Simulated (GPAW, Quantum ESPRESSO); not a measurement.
Consider Y (P6_3/mmc).

```xyz
2
Lattice="3.6474 0.0000 0.0000 -1.8237 3.1587 0.0000 0.0000 0.0000 5.7306" Properties=species:S:1:pos:R:3 pbc="T T T"
Y     1.8237    1.0529    4.2980
Y     0.0000    2.1058    1.4326
```

Absorber: atom 1, with 6 Y at 3.56 Å and 6 Y at 3.65 Å (anticuboctahedral, as in hcp, site symmetry -6m2). Method: Quantum ESPRESSO XSpectra, PBE, excited-electron core hole (neutral cell), 8-atom cell with 6.8 Å between holes, 4×4×4 k points, dipole transitions, Lorentzian half width 0.75 eV up to 4 eV, rising linearly to 1.75 eV at 25 eV (not a setting of the program: the run's 0.4 eV curve was folded afterwards with a further Lorentzian).

**Question.** Predict the near-edge structure at the Y L₃ edge.

Main maxima up to 30 eV above the zero (height): 1.5 eV (2.25), 4.0 eV (2.17) and 17.1 eV (0.64). At an L edge the dipole rule selects empty d (and weakly s) states on the absorber, and the strong line at the onset measures the empty part of its d band. 

The Y L₃ spectrum (energy from the energy zero of the input (xe0, at the border of filled and empty states); intensity scaled to a mean of 1 over the first 20 eV; folded afterwards to Lorentzian half width 0.75 eV up to 4 eV, rising linearly to 1.75 eV at 25 eV; the points at xe0, where the cut of filled states can leave a spike, are interpolated; polarised curves are means over the symmetry-equivalent atoms):

```tsv
E (eV)	isotropic	ε ⊥ c	ε ∥ c
-2.0	0.23	0.23	0.23
-1.5	0.31	0.31	0.31
-1.0	0.45	0.45	0.45
-0.5	0.71	0.71	0.72
0.0	1.16	1.15	1.18
0.5	1.68	1.64	1.77
1.0	2.13	2.09	2.22
1.5	2.25	2.28	2.18
2.0	2.07	2.13	1.96
2.5	1.85	1.87	1.79
3.0	1.81	1.80	1.83
3.5	1.97	1.95	1.99
4.0	2.17	2.16	2.17
4.5	2.00	2.00	2.00
5.0	1.57	1.56	1.59
5.5	1.17	1.15	1.20
6.0	0.91	0.90	0.93
6.5	0.79	0.78	0.79
7.0	0.75	0.76	0.75
7.5	0.75	0.75	0.74
8.0	0.74	0.74	0.74
8.5	0.74	0.74	0.74
9.0	0.74	0.74	0.73
9.5	0.74	0.75	0.73
10.0	0.75	0.76	0.73
10.5	0.75	0.76	0.73
11.0	0.72	0.73	0.72
11.5	0.68	0.67	0.69
12.0	0.63	0.62	0.65
12.5	0.58	0.57	0.60
13.0	0.54	0.54	0.55
13.5	0.52	0.52	0.53
14.0	0.52	0.52	0.52
14.5	0.52	0.52	0.53
15.0	0.54	0.54	0.54
15.5	0.57	0.57	0.57
16.0	0.60	0.60	0.60
16.5	0.62	0.63	0.62
17.0	0.64	0.64	0.62
17.5	0.63	0.64	0.62
18.0	0.62	0.63	0.61
18.5	0.61	0.62	0.59
19.0	0.59	0.60	0.59
19.5	0.58	0.58	0.58
20.0	0.57	0.56	0.59
20.5	0.57	0.56	0.59
21.0	0.56	0.55	0.59
21.5	0.56	0.55	0.58
22.0	0.55	0.54	0.56
22.5	0.53	0.53	0.54
23.0	0.52	0.52	0.51
23.5	0.50	0.50	0.48
24.0	0.48	0.49	0.47
24.5	0.47	0.47	0.45
25.0	0.46	0.47	0.45
25.5	0.46	0.47	0.45
26.0	0.47	0.47	0.46
26.5	0.47	0.47	0.47
27.0	0.48	0.48	0.48
27.5	0.49	0.48	0.50
28.0	0.50	0.49	0.51
28.5	0.50	0.49	0.51
29.0	0.50	0.49	0.50
29.5	0.50	0.50	0.50
30.0	0.50	0.50	0.49
30.5	0.50	0.51	0.49
31.0	0.50	0.50	0.49
31.5	0.50	0.50	0.49
32.0	0.50	0.50	0.49
```

Only the L₃ part is meant: spin–orbit coupling of the core level isn't computed and the L₂ copy isn't added. The structure is a published determination, not relaxed.

[Banner, clock and machine lines of the logs are left out without a mark of their own.]

[Logs are printed without paths, hosts, clocks, repeated set-up lines and the standing remarks that a program may print on its own settings, such as how far it seeks lower states.]

[Hosts, paths, dates, database ids (printed as entryN), source tags and the programs' standing remarks are cut or masked in the printed files.]

[Lists of maxima count a maximum above −3 eV only where it reaches 4 % of the highest in the window and stands out from its surroundings by 2 % of it (1.5 % where it reaches 55 %); shoulders and weaker maxima are passed over, and of the rest the first, up to two pre-edge ones and the few strongest are named.]
